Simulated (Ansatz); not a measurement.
# Li2W in the C11b ordering: lattice stability ahead of a resistivity run, part 2 of 3

Question: is the lattice of Li2W in the C11b ordering stable, and if so, what are its coupling constant and resistivity?

Ansatz 0.2.0; DFT PBE, scalar-relativistic, plane waves, PAW.

So far. Step 2 (Rough relaxation): The largest force is now 0.0015 eV/Å and the largest stress component 0.19 GPa.

The structure was built from a prototype and need not be the compound's stable phase.

## 3. Relaxation

The structure is brought to rest under this functional.

Input file input.yaml:

```yaml
crystal:
  lattice:
    - [2.5860508714, 0.0, 1.2725e-06]
    - [0.0, 2.5860508714, 1.2725e-06]
    - [1.2930218905, 1.2930218905, 7.2047634739]
  atoms:
    - { symbol: W, position: [0.0, 0.0, 0.0] }
    - { symbol: Li, position: [0.6585792857, 0.6585792857, 0.6828414286] }
    - { symbol: Li, position: [0.3414207143, 0.3414207143, 0.3171585714] }
kpoints:
  mp_grid: { grid: [12, 12, 12] }
hamiltonian:
  xc: pbe
scf:
  occupations: { method: gaussian, width: 0.1 }
output:
  forces: true
  stress: true
  eigenvalues: true
  write_density: true
  write_potential: true
  elf: true
  volumetric_format: npy
relax:
  adjacent_minimum: "off"
  f_tol: 0.005
  max_steps: 80
  cell: { stress_tol: 0.05 }
```

Started as:

```sh
> ansatz run input.yaml --threads 4 --pin off --max-ram 8192MiB --backend cpu --events-out ev --progress --plain --runs-dir out
```

Numbers of over 12 decimals in the logs are rounded to 6 here.

What it wrote:

```text
[the first part of the log is left out]
  E_vxc        = -263.947194  (∫ρ·V_xc dr)
  E_paw        = -8604.977679  (= ΣΔE_a)
  E_vpaw       = -150.650468  (= ΣTr[D̂ρ^β])
  E_aug_tail   = -0.000024  (compensation charges beyond the density's cutoff)
  E_ewald      = -1048.051445
  E_smearing   = -0.015023  (= −TS)
  E_closure    = -0.000000  (closes the sum)
  Σ components = -10792.921200   (vs F -10792.921200, Δ=0.00e0)
--- Forces (eV/Å), atoms counted from 1 ---
  atom   1  W     -0.00000000     0.00000000     0.00000000
  atom   2  Li     0.00000000     0.00000000    -0.00157442
  atom   3  Li    -0.00000000    -0.00000000     0.00157442
  max |Σ_I F_I| component: 8.67e-19 eV/Å
--- Stress (GPa, compression-positive) ---
       -0.012729       0.000000      -0.000000
        0.000000      -0.012729      -0.000000
       -0.000000      -0.000000       0.011234
  P = ⅓ Tr σ = -0.0047 GPa (-0.047 kbar)
--- Band table (eV; the first three rows and the last of 163) ---
[...]
--- Relaxed structure (3 steps of the walk, 3 accepted, 1 SCFs on fresh bases) ---
[...]
cell:  # Å, volume = 48.7286 Å³
    - [2.592483, -3.1385401634393397e-13, 1.2756657612687486e-6]
    - [-3.138540163437196e-13, 2.592483, 1.2756657612683128e-6]
    - [1.296238, 1.296238, 7.250239]
  atoms:
    - { symbol: W, position: [0, 0, 0] }
    - { symbol: Li, position: [0.658013, 0.658013, 0.683974] }
    - { symbol: Li, position: [0.341987, 0.341987, 0.316026] }
```

Elapsed: 12 s, on 4 threads of Arm Neoverse N1, shared host; peak memory 0.43 GiB.

The steps of the relaxation:

| step | energy less that of the first step (eV) | largest force component (eV/Å) | pressure (GPa) | volume (Å³) |
| --- | --- | --- | --- | --- |
| 1 | 0.0000 | 0.0056 | 0.66 | 48.18 |
| 2 | -0.0004 | 0.0031 | -0.45 | 49.06 |
| 3 | -0.0009 | 0.0016 | 0.00 | 48.73 |
| 4 | -0.0010 | 0.0016 | 0.00 | 48.73 |

The log counts 1 steps on a newly chosen plane-wave basis, not all of them marked here; energy and pressure can jump at such steps.

| conventional cell, symmetrised | before | after | change |
| --- | --- | --- | --- |
| a (Å) | 2.586 | 2.592 | +0.2 % |
| b (Å) | 2.586 | 2.592 | +0.2 % |
| c (Å) | 14.410 | 14.500 | +0.6 % |
| volume (Å³/atom) | 16.06 | 16.24 | +1.1 % |

The relaxed structure:

```xyz
3
Lattice="2.5925 0.0000 0.0000 0.0000 2.5925 0.0000 1.2962 1.2962 7.2502" Properties=species:S:1:pos:R:3 pbc="T T T"
W     0.0000    0.0000    0.0000
Li    2.5925    2.5925    4.9590
Li    1.2962    1.2962    2.2913
```

Numbers from this step:

```yaml
pressure: -0.004741 GPa
volume_per_atom: 16.24 Å³
```

Valence density in the ac plane of the cell as run, not the conventional one, at fractional y = 0.342, with atoms of Li within 0.2 Å of it. It is the smooth field of the valence electrons, not physical close to the nuclei.

Values in e/Å³, 24 rows by 13 columns, each cell a mean:
```
1.4 1.3 0.9 0.6 0.4 0.3 0.3 0.3 0.3 0.3 0.5 0.8 1.2
0.9 0.9 0.7 0.5 0.4 0.3 0.2 0.2 0.2 0.3 0.4 0.5 0.7
0.4 0.4 0.4 0.3 0.3 0.2 0.2 0.2 0.2 0.2 0.2 0.3 0.4
0.2 0.2 0.2 0.2 0.2 0.2 0.2 0.2 0.2 0.2 0.2 0.2 0.2
0.2 0.2 0.2 0.2 0.1 0.1 0.1 0.1 0.1 0.1 0.1 0.1 0.1
0.1 0.1 0.1 0.1 0.1 0.1 0.1 0.1 0.1 0.1 0.1 0.1 0.1
0.1 0.1 0.1 0.1 0.1 0.1 0.1 0.1 0.1 0.1 0.1 0.1 0.1
0.1 0.1 0.1 0.1 0.1 0.1 0.1 0.1 0.1 0.1 0.1 0.1 0.1
0.1 0.1 0.1 0.1 0.1 0.1 0.1 0.1 0.1 0.1 0.1 0.1 0.1
0.1 0.1 0.1 0.1 0.1 0.1 0.1 0.1 0.1 0.1 0.1 0.1 0.1
0.1 0.1 0.1 0.1 0.1 0.1 0.1 0.1 0.1 0.1 0.1 0.1 0.1
0.1 0.1 0.1 0.1 0.1 0.1 0.1 0.1 0.1 0.1 0.1 0.1 0.1
0.1 0.1 0.1 0.1 0.1 0.1 0.1 0.1 0.1 0.1 0.1 0.1 0.1
0.1 0.1 0.1 0.1 0.1 0.1 0.1 0.1 0.1 0.1 0.1 0.1 0.1
0.1 0.1 0.3 0.9 1.4 1.0 0.3 0.1 0.1 0.1 0.1 0.1 0.1
0.1 0.1 0.9 3.6 6.2 5.5 2.4 0.4 0.1 0.1 0.1 0.1 0.1
0.1 0.1 0.7 3.4 6.8 6.9 3.6 0.8 0.1 0.1 0.1 0.1 0.1
0.1 0.1 0.2 0.6 1.6 2.0 1.1 0.3 0.1 0.1 0.1 0.1 0.1
0.1 0.1 0.1 0.1 0.2 0.2 0.2 0.1 0.1 0.1 0.1 0.1 0.1
0.2 0.2 0.1 0.1 0.1 0.1 0.1 0.1 0.1 0.2 0.2 0.2 0.2
0.2 0.2 0.2 0.2 0.2 0.2 0.2 0.2 0.2 0.2 0.2 0.2 0.3
0.4 0.4 0.3 0.3 0.2 0.2 0.2 0.2 0.2 0.3 0.3 0.4 0.4
0.8 0.7 0.5 0.4 0.3 0.3 0.2 0.2 0.3 0.3 0.4 0.6 0.8
1.3 1.2 0.8 0.5 0.4 0.3 0.3 0.3 0.3 0.4 0.5 0.8 1.2
```
Columns run along a (2.6 Å), rows up along c (7.5 Å). Atoms in or near the plane, at fractional coordinates: Li at (0.34, 0.32).

ELF in the ac plane of the cell as run, not the conventional one, at fractional y = 0.342, with atoms of Li within 0.2 Å of it. It is the smooth field of the valence electrons, not physical close to the nuclei.

Values in units of 1e-1, 24 rows by 13 columns, each cell a mean:
```
4.8 4.5 3.5 2.4 2.1 2.7 3.7 4.0 3.2 2.3 2.1 2.9 4.1
3.6 3.6 2.9 2.2 2.1 2.7 3.7 4.2 3.6 2.7 2.1 2.3 3.0
2.6 2.6 2.5 2.3 2.5 3.1 3.9 4.5 4.3 3.5 2.8 2.4 2.4
3.2 3.2 3.2 3.2 3.4 3.8 4.2 4.5 4.5 4.2 3.8 3.4 3.2
4.4 4.5 4.4 4.4 4.3 4.0 3.6 3.2 3.1 3.3 3.7 4.1 4.3
4.8 5.2 5.3 5.0 4.2 2.9 1.7 1.1 1.0 1.1 1.6 2.6 3.9
4.0 4.9 5.1 4.7 3.5 1.9 0.9 0.5 0.4 0.4 0.6 1.2 2.4
3.1 4.3 4.7 4.5 3.4 1.9 0.9 0.4 0.4 0.4 0.4 0.7 1.6
3.4 4.4 4.9 4.8 4.2 3.0 1.8 1.1 0.7 0.6 0.7 1.2 2.1
4.6 5.3 5.6 5.6 5.4 4.8 4.0 3.1 2.5 2.2 2.3 2.8 3.7
5.9 6.1 6.2 6.3 6.2 6.0 5.8 5.5 5.2 5.0 5.0 5.2 5.5
6.1 6.0 5.9 5.8 5.9 5.9 6.1 6.2 6.2 6.2 6.2 6.2 6.2
4.5 3.4 2.5 2.1 2.1 2.5 3.4 4.4 5.4 5.9 6.0 5.9 5.4
1.8 0.7 0.4 0.4 0.5 0.5 0.6 1.2 2.6 4.1 4.8 4.6 3.4
0.4 0.2 1.5 4.6 5.8 4.8 1.9 0.3 0.4 1.5 2.9 2.9 1.5
0.4 0.2 5.1 9.6 9.6 9.7 8.2 2.6 0.0 0.7 1.6 2.5 1.0
0.7 0.0 3.6 8.9 9.9 9.8 9.5 4.0 0.1 0.6 1.6 3.1 1.8
2.3 0.8 0.5 2.2 4.8 5.5 3.8 1.0 0.3 1.0 3.1 4.4 4.1
4.7 3.2 1.6 0.8 0.7 0.7 0.6 0.7 1.3 3.0 4.6 5.4 5.4
5.2 4.9 4.3 3.6 3.0 2.7 2.7 3.1 3.9 4.5 5.0 5.2 5.3
4.2 4.1 4.1 4.1 4.2 4.4 4.4 4.3 4.2 4.1 4.1 4.2 4.2
3.3 3.1 3.0 3.2 3.7 4.3 4.6 4.3 3.6 3.2 3.0 3.1 3.3
3.7 3.3 2.6 2.4 2.9 3.7 4.3 4.0 3.2 2.5 2.4 3.0 3.6
4.8 4.3 3.2 2.3 2.3 3.1 4.0 4.0 3.0 2.2 2.3 3.3 4.4
```
Columns run along a (2.6 Å), rows up along c (7.5 Å). Atoms in or near the plane, at fractional coordinates: Li at (0.34, 0.32).

Electrostatic potential energy in the ac plane of the cell as run, not the conventional one, at fractional y = 0.342, with atoms of Li within 0.2 Å of it. With pseudopotentials it is smooth inside the atoms' cores, unlike the true potential.

Ten even steps from '_' (-17 eV) to '@' (11 eV), each cell a mean:
```
____::==**%%@@@@%%##++--..
::::--++##%%@@@@@@%%##++--
******##%%%%@@@@@@@@%%####
%%%%%%%%@@@@@@@@@@@@@@@@%%
@@@@@@@@@@@@@@@@@@@@@@@@@@
@@@@@@@@@@@@%%%%%%%%%%@@@@
@@@@@@@@@@@@%%%%####%%%%@@
@@@@@@@@@@@@%%%%####%%%%@@
@@@@@@@@@@@@@@%%%%%%%%%%@@
@@@@@@@@@@@@@@@@@@@@@@@@@@
@@@@@@@@@@@@@@@@@@@@@@@@@@
@@@@@@@@@@@@@@@@@@@@@@@@@@
@@@@@@@@@@@@@@@@@@@@@@@@@@
@@%%%%######%%%%@@@@@@@@@@
%%##==::..::==##%%@@@@@@@@
%%++..________--##%%@@@@%%
%%**::________..**%%%%@@%%
@@%%**--....::==##%%@@@@@@
@@@@%%%%##****%%%%@@@@@@@@
@@@@@@@@@@@@@@@@@@@@@@@@@@
%%@@@@@@@@@@@@@@@@@@@@@@%%
####%%%%@@@@@@@@@@%%%%####
--==++##%%@@@@@@%%##**==--
__..--++##%%@@@@%%##++::..
```
Columns run along a (2.6 Å; values clipped at the 3rd and 97th percentile), rows up along c (7.5 Å). Atoms in or near the plane, at fractional coordinates: Li at (0.34, 0.32).

The largest force is now 0.0016 eV/Å and the largest stress component 0.013 GPa.

## 4. Tight relaxation

Residual forces and stress shift phonon frequencies, so the cell is relaxed again, with tight thresholds and the mesh and smearing of this input.

Input file input.yaml:

```yaml
crystal:
  lattice:
    - [2.5924834401, 0.0, 1.2757e-06]
    - [0.0, 2.5924834401, 1.2757e-06]
    - [1.2962381525, 1.2962381525, 7.2502385437]
  atoms:
    - { symbol: W, position: [0.0, 0.0, 0.0] }
    - { symbol: Li, position: [0.658012881, 0.658012881, 0.683974238] }
    - { symbol: Li, position: [0.341987119, 0.341987119, 0.316025762] }
kpoints:
  mp_grid: { grid: [12, 12, 12] }
hamiltonian:
  xc: pbe
scf:
  occupations: { method: methfessel_paxton, width: 0.2 }
output:
  forces: true
  stress: true
  eigenvalues: true
relax:
  adjacent_minimum: "off"
  f_tol: 0.001
  max_steps: 60
  cell: { stress_tol: 0.01 }
```

What it wrote:

```text
[the first part of the log is left out]
  E_vxc        = -263.945504  (∫ρ·V_xc dr)
  E_paw        = -8604.977646  (= ΣΔE_a)
  E_vpaw       = -150.650330  (= ΣTr[D̂ρ^β])
  E_aug_tail   = -0.000025  (compensation charges beyond the density's cutoff)
  E_ewald      = -1047.266167
  E_smearing   = -0.008087  (= −TS)
  E_closure    = 0.000000  (closes the sum)
  Σ components = -10792.917081   (vs F -10792.917081, Δ=0.00e0)
--- Forces (eV/Å), atoms counted from 1 ---
  atom   1  W     -0.00000000    -0.00000000     0.00000000
[...]
P = ⅓ Tr σ = -0.0035 GPa (-0.035 kbar)
--- Band table (eV; the first three rows and the last of 163) ---
[...]
--- Relaxed structure (3 steps of the walk, 2 accepted, 1 SCFs on fresh bases) ---
[...]
cell:  # Å, volume = 48.7421 Å³
    - [2.591893, -3.1378887816706997e-13, 1.275387924951531e-6]
    - [-3.1378887816708885e-13, 2.591893, 1.2753879249515716e-6]
    - [1.295943, 1.295943, 7.255549]
  atoms:
    - { symbol: W, position: [0, 0, 0] }
    - { symbol: Li, position: [0.658062, 0.658062, 0.683877] }
    - { symbol: Li, position: [0.341938, 0.341938, 0.316123] }
```

The job ended after 11 s (4 threads; peak memory 0.43 GiB).

Little changed from the start: no atom moved by 0.005 Å and no cell edge by 0.1 %.

This step gave:

```
pressure        : -0.003535 GPa
volume per atom : 16.25 Å³
```

The largest force is now 2.3e-4 eV/Å and the largest stress component 0.0092 GPa, small enough for phonons.

## 5. Lattice stability: q 2×2×2, k 6×6×6

Couplings are defined for a stable lattice alone, so phonons come first.

Input file input.yaml:

```yaml
crystal:
  lattice:
    - [2.59189315, 0.0, 1.2754e-06]
    - [0.0, 2.59189315, 1.2754e-06]
    - [1.2959430048, 1.2959430048, 7.2555490578]
  atoms:
    - { symbol: W, position: [0.0, 0.0, 0.0] }
    - { symbol: Li, position: [0.6580616046, 0.6580616046, 0.6838767909] }
    - { symbol: Li, position: [0.3419383954, 0.3419383954, 0.3161232091] }
kpoints:
  mp_grid: { grid: [6, 6, 6] }
hamiltonian:
  xc: pbe
scf:
  occupations: { method: methfessel_paxton, width: 0.2 }
output:
  eigenvalues: true
phonons:
  method: dfpt
  qmesh: [2, 2, 2]
  temperatures: { t_max: 1000, t_step: 50 }
  qpath:
    path:
      - [[0.0, 0.0, 0.0], [0.5, 0.5, 0.5], [0.5, 0.5, 0.75], [0.5, 0.0, 0.5], [0.0, 0.0, 0.0], [0.0, 0.0, 0.5], [0.48404842, 0.0, 0.74202421]]
      - [[0.51595158, 0.0, 0.25797579], [0.0, 0.0, 0.0]]
      - [[0.5, 0.5, 0.5], [0.51595158, 0.48404842, 0.5]]
      - [[0.48404842, 0.48404842, 0.98404842], [0.0, 0.0, 0.5]]
    npoints: 10
```

What it wrote:

```text
Warning: phonons: the dynamical matrix that this run interpolates holds no multipole term above the dipole-dipole one, and a site of this crystal is no centre of inversion, so its interpolated transverse optical and acoustic branches and sound speeds can stay off near Gamma, and the density of states and the thermodynamics with them. What a run solves at a wave vector of phonons.qpoints, Gamma apart, where the deck admits one, is free of this, and under fd what a larger phonons.supercell samples
Warning: crystal.symmetry: narrowed to the stabiliser of the run's FFT grids — unitary ops 16 → 4. A phonons.method: dfpt run fills in the rows of the dynamical matrix that it does not solve by its symmetry operations, which is exact only for operations that map its FFT grids onto themselves: filled in by any other, the frequencies could depend on the order in which like atoms are typed, or, by more than the grids' own error, on where the crystal sits among the grids' points. Excluded: 12 operations. The run can therefore solve more perturbations, solve them on more k-points, or both, and cost more. [rest of the remark cut]
[...]
Crystal: 3 atoms, lattice volume = 48.742 Å³
Basis set: ecut = 420 eV, 973 PW (Γ), exchange–correlation on 36×36×108 points (8 copies of the dense FFT grid, shifted against one another)
Bands: 14, of which v1, the nominal top of the filled ones, is band 10 counted from 1 (9 counted from 0)
Symmetry: 16 space group operations
k-points: 68 of 216 (irreducible under 4 space group operations)
[...]
SCF iter   1: F=—  HF=-10793.040321 eV  |F-HF|=—  |Δ(HF+E_count)|=         —  Δρ=7.67e-3  dr2=5.84e-2  ethr=1.77e-3  ⟨swp⟩=4.8  Hψ=4573  notcnv=0
[...]
SCF iter  10: F=-10793.025859 eV  HF=-10793.025859 eV  |F-HF|=3.64e-12  |Δ(HF+E_count)|=    0.00e0  S|Δr|=    0.00e0  Δρ=1.84e-8  dr2=7.72e-13  ethr=1.00e-12  ⟨swp⟩=5.3  Hψ=3562  notcnv=0
SCF 1 converged in 10 iterations: F = -10793.025859 eV  dr2 = 7.72e-13
[...]
Symmetry: 4 space group operations
k-points: 68 of 216
[...]
SCF iter   7: F=-10793.025859 eV  HF=-10793.025859 eV  |F-HF|=5.46e-12  |Δ(HF+E_count)|=  9.09e-12  S|Δr|=    0.00e0  Δρ=4.77e-8  dr2=7.64e-12  ethr=1.00e-12  ⟨swp⟩=1.0  Hψ=2176  notcnv=0
SCF 2 converged in 7 iterations: F = -10793.025859 eV  dr2 = 7.64e-12
phonons: the bands overlap, so this run is a metal and interpolates without the dipole-dipole term. If the crystal is really an insulator or semiconductor, its LO-TO splitting is missing
NSCF: frozen V_eff on 30 k-points
[...]
DFPT response loops at q = (0, 0, 0) (fractional): preconditioner auto → Kerker (q_TF=auto, 2.352 Å⁻¹) (partly filled bands, converged f_vac=0.000); β = 1.00, the filter's whole step (`scf.mixing.beta` (0.50) is not read by the response loops under this deck's `scf.mixing.preconditioner`; to damp them name `kerker` or `kerker_dos`, under which they read `scf.mixing.beta`, and type it under 1.00, their step now; both keys bind the ground state too); Broyden in place of MSR1
[...]
SCF converged after 10 iterations
Stability not checked: this state was not tested for a lower state beside it, because cold or Methfessel-Paxton smearing, or corrected tetrahedra, fill the levels in a way that the test cannot read (fill_not_monotonic; see scf.lower_state_search)
Free energy (F): -10793.025859 eV
[...]
Internal energy: -10793.030214 eV  (E = F + TS)
E sigma→0 (E₀):  -10793.026947 eV
Entropy (-TS):   0.004356 eV (1.452 meV/atom)
Fermi energy:    7.871229 eV
[...]
--- Band table (eV; the first three rows and the last of 68) ---
  k-point 0: bands = [... 6 lower, 1.3221, 4.6479, 4.8804, 6.4591, 7.0297, 11.5383, 11.5383, 13.9560]
  k-point 1: bands = [... 6 lower, 1.3259, 4.6479, 4.9035, 6.1675, 7.3619, 11.5387, 11.5387, 13.7302]
  k-point 2: bands = [... 6 lower, 1.3337, 4.6479, 4.9637, 5.8201, 7.7876, 11.5395, 11.5395, 13.3169]
  k-point 67: bands = [... 6 lower, 3.4540, 6.6680, 6.6914, 9.7208, 11.9094, 12.8940, 13.3557, 15.0359]
--- Phonons (Γ-DFPT): 4 representative perturbations + reference (Σ response iterations 12) ---
  ASR residual: 1.906e-5 → 0.000e0 eV/Å²; symmetrization residual: 1.487e-6 eV/Å²
  The last average, over the group as it would stand without the narrowing to the FFT grids, took up to 5.038e-7 eV/Å² of the zone centre's force constants
  ASR residual per site (eV/Å²): 1.91e-5 4.40e-6 4.40e-6
  Γ frequencies (cm⁻¹): 0.00 0.00 0.00 194.94 194.94 195.08 195.08 298.31 358.47
--- Phonons (arbitrary-q DFPT): 6 irreducible q on the 2×2×2 mesh ---
  q = [0.0000, 0.0000, 0.0000] (star 1, of the zone-centre solve; hermiticity 7.04e-7, symmetrization 3.10e-13, taken by the last average 1.61e-7): -0.00 -0.00 0.00 194.94 194.94 195.08 195.08 298.31 358.47
  q = [0.0000, 0.0000, -0.5000] (star 1, 4 solved perturbations in 360 linear systems a pass and spin channel, the states on 112 of 216 k-point pairs; hermiticity 6.78e-7, symmetrization 1.87e-13, taken by the last average 4.39e-7): 20.33 20.33 41.88 178.08 178.08 211.11 211.11 319.27 330.48
  q = [0.0000, -0.5000, 0.0000] (star 2, 6 solved perturbations on 112 of 216 k-point pairs; hermiticity 2.09e-7, symmetrization 2.30e-15, taken by the last average 7.42e-8): -24.17 123.34 138.78 140.30 156.60 305.13 315.33 425.84 427.17
[...]
sum rule: each row above includes the acoustic sum rule's correction from the zone centre's row sums; it moved no ω² by more than (0.42 cm⁻¹)²
  mesh force constants: q→R imaginary residual 3.74e-18; ASR residual 1.906e-5 → 0.000e0 eV/Å²; symmetrization residual 4.441e-15 eV/Å²
  interpolated dispersion: 94 rows × 9 modes
  density of states and harmonic sums: on the 24×24×10 q-mesh, interpolated from the force constants of a 2×2×2 supercell (no non-analytic term)
  largest difference from the sums on the solved wave vectors: F 9.10e-2 eV, S 1.52e-4 and C_V 6.12e-5 eV/K
  zero-point energy: 0.135100 eV/cell   skipped modes (ω ≤ 0): 227, of them read as no rigid motion or as one in doubt: 224 (1.639e-1 modes/cell left out, lowest -30.64 cm⁻¹)   left out of the sums: 1.83e-2 of the cell's modes: C_V's classical limit lies that fraction below 3 k_B per atom; for a crystal, a wire or a layer, F and S can be off by more, and a phonons.interpolated_qmesh denser along its periods is the remedy for the sampling
```

Run time: 72 s. Hardware: 4 threads; peak memory 0.53 GiB.

Numbers from this step:

```
share of imaginary modes in the plain interpolation between solved wavevectors : 0.0194
highest frequency, solved or plainly interpolated                              : 445.1 cm⁻¹
```

Solved on the 2×2×2 mesh alone; all other wavevectors are interpolated. The phonon branches at the labelled points (cm⁻¹):

| point | branch 1 | branch 2 | branch 3 | branch 4 | branch 5 | branch 6 | branch 7 | branch 8 | branch 9 |
| --- | --- | --- | --- | --- | --- | --- | --- | --- | --- |
| Γ | 0 | 0 | 0 | 195 | 195 | 195 | 195 | 298 | 358 |
| halfway | 106 | 109 | 129 | 294 | 313 | 316 | 327 | 334 | 336 |
| X | 138 | 149 | 156 | 276 | 290 | 424 | 425 | 444 | 445 |
| halfway | 140 | 147 | 156 | 277 | 290 | 424 | 425 | 444 | 445 |
| P | 144 | 144 | 156 | 278 | 289 | 424 | 424 | 444 | 444 |
| halfway | 100 | 147 | 150 | 292 | 303 | 319 | 322 | 430 | 432 |
| N | -24 | 123 | 139 | 140 | 157 | 305 | 315 | 426 | 427 |
| halfway | -28 | 101 | 114 | 162 | 173 | 299 | 322 | 336 | 343 |
| Γ | 0 | 0 | 0 | 195 | 195 | 195 | 195 | 298 | 358 |
| halfway | 14 | 14 | 30 | 183 | 183 | 206 | 206 | 305 | 349 |
| M | 20 | 20 | 42 | 178 | 178 | 211 | 211 | 319 | 330 |
| halfway | -22 | 95 | 112 | 159 | 178 | 305 | 315 | 333 | 335 |
| S | -24 | 124 | 138 | 140 | 156 | 304 | 317 | 425 | 427 |
| jump to S0 | -24 | 124 | 138 | 140 | 156 | 304 | 317 | 425 | 427 |
| halfway | -29 | 104 | 117 | 161 | 171 | 299 | 325 | 341 | 345 |
| Γ | 0 | 0 | 0 | 195 | 195 | 195 | 195 | 298 | 358 |
| jump to X | 138 | 149 | 156 | 276 | 290 | 424 | 425 | 444 | 445 |
| halfway | 138 | 149 | 156 | 276 | 290 | 424 | 424 | 444 | 445 |
| R | 138 | 149 | 156 | 276 | 291 | 424 | 424 | 443 | 444 |
| jump to G | 138 | 149 | 156 | 276 | 291 | 424 | 424 | 443 | 444 |
| halfway | 100 | 109 | 119 | 293 | 310 | 314 | 322 | 330 | 331 |
| M | 20 | 20 | 42 | 178 | 178 | 211 | 211 | 319 | 330 |

The phonon branches as a text plot (rows in cm⁻¹; labels by their first letter):

```
    435 |         ***********                 *       **
    415 |        ******      **              ***      ***
    396 |       **     *                    *   *       **
    376 |      **              *            *    *       *
    356 |***   *        *      *  ****     *        **    *
    336 |   ***                ***    *****       **      *******
    316 |    **          ****** **    **************     ********
    296 |*****************************    ***** ********* ***
    277 |    *   ******* *                            ****  *
    257 |   *                            *                   *
    237 |   *             *       *     **          *        **
    217 |  *              *       *   ***                     ***
    197 |**                *      **** ***          **         *
    177 |                  *    **   ******       **           **
    158 |       *****************         *********   ***
    138 |     ******************            ******    *****
    118 |    ****      **   ** **         *** ** **      ***
     98 |   ***                 **        **      **       **
     78 |   *            *       *       *         *        **
     59 |  *              *       *     **          *        **
     39 | *                *      *   **            *          **
     19 | *                        * ****            *          *
     -1 |*                         **    *           *
    -21 |                   *******       ***********
         Γ         X P      N       Γ  M     S|S     R|G        M
```

Lowest modes at the softest wavevector of the mesh. Modes at q = (0.500, 0.000, 0.000), with each element's share of the kinetic energy (negative means imaginary):

| mode | frequency (cm⁻¹) | W % | Li % |
| --- | --- | --- | --- |
| 1 | -24.2 | 100 | 0 |
| 2 | 123.3 | 0 | 100 |
| 3 | 138.8 | 99 | 1 |
| 4 | 140.3 | 0 | 100 |
| 5 | 156.6 | 100 | 0 |
| 6 | 305.1 | 0 | 100 |

Displacements in mode 1 (-24.2 cm⁻¹), the largest set to 1, in the home cell:
```
W1  0.00 1.00 0.00
Li2 0.00 0.00 0.00
Li3 0.00 0.00 0.00
```

Displacements in mode 2 (123.3 cm⁻¹), the largest set to 1, in the home cell:
```
W1  0.00 0.00 0.00
Li2 0.00 1.00 0.00
Li3 0.00 1.00 0.00
```

Among the solved wavevectors the lowest mode, translations apart, is -24.2 cm⁻¹, imaginary.

(Part 2 of 3 ends here.)

[Logs are printed without paths, hosts, clocks, repeated set-up lines and the standing remarks that a program may print on its own settings, such as how far it seeks lower states.]

[Hosts, paths, dates, database ids (printed as entryN), source tags and the programs' standing remarks are cut or masked in the printed files.]
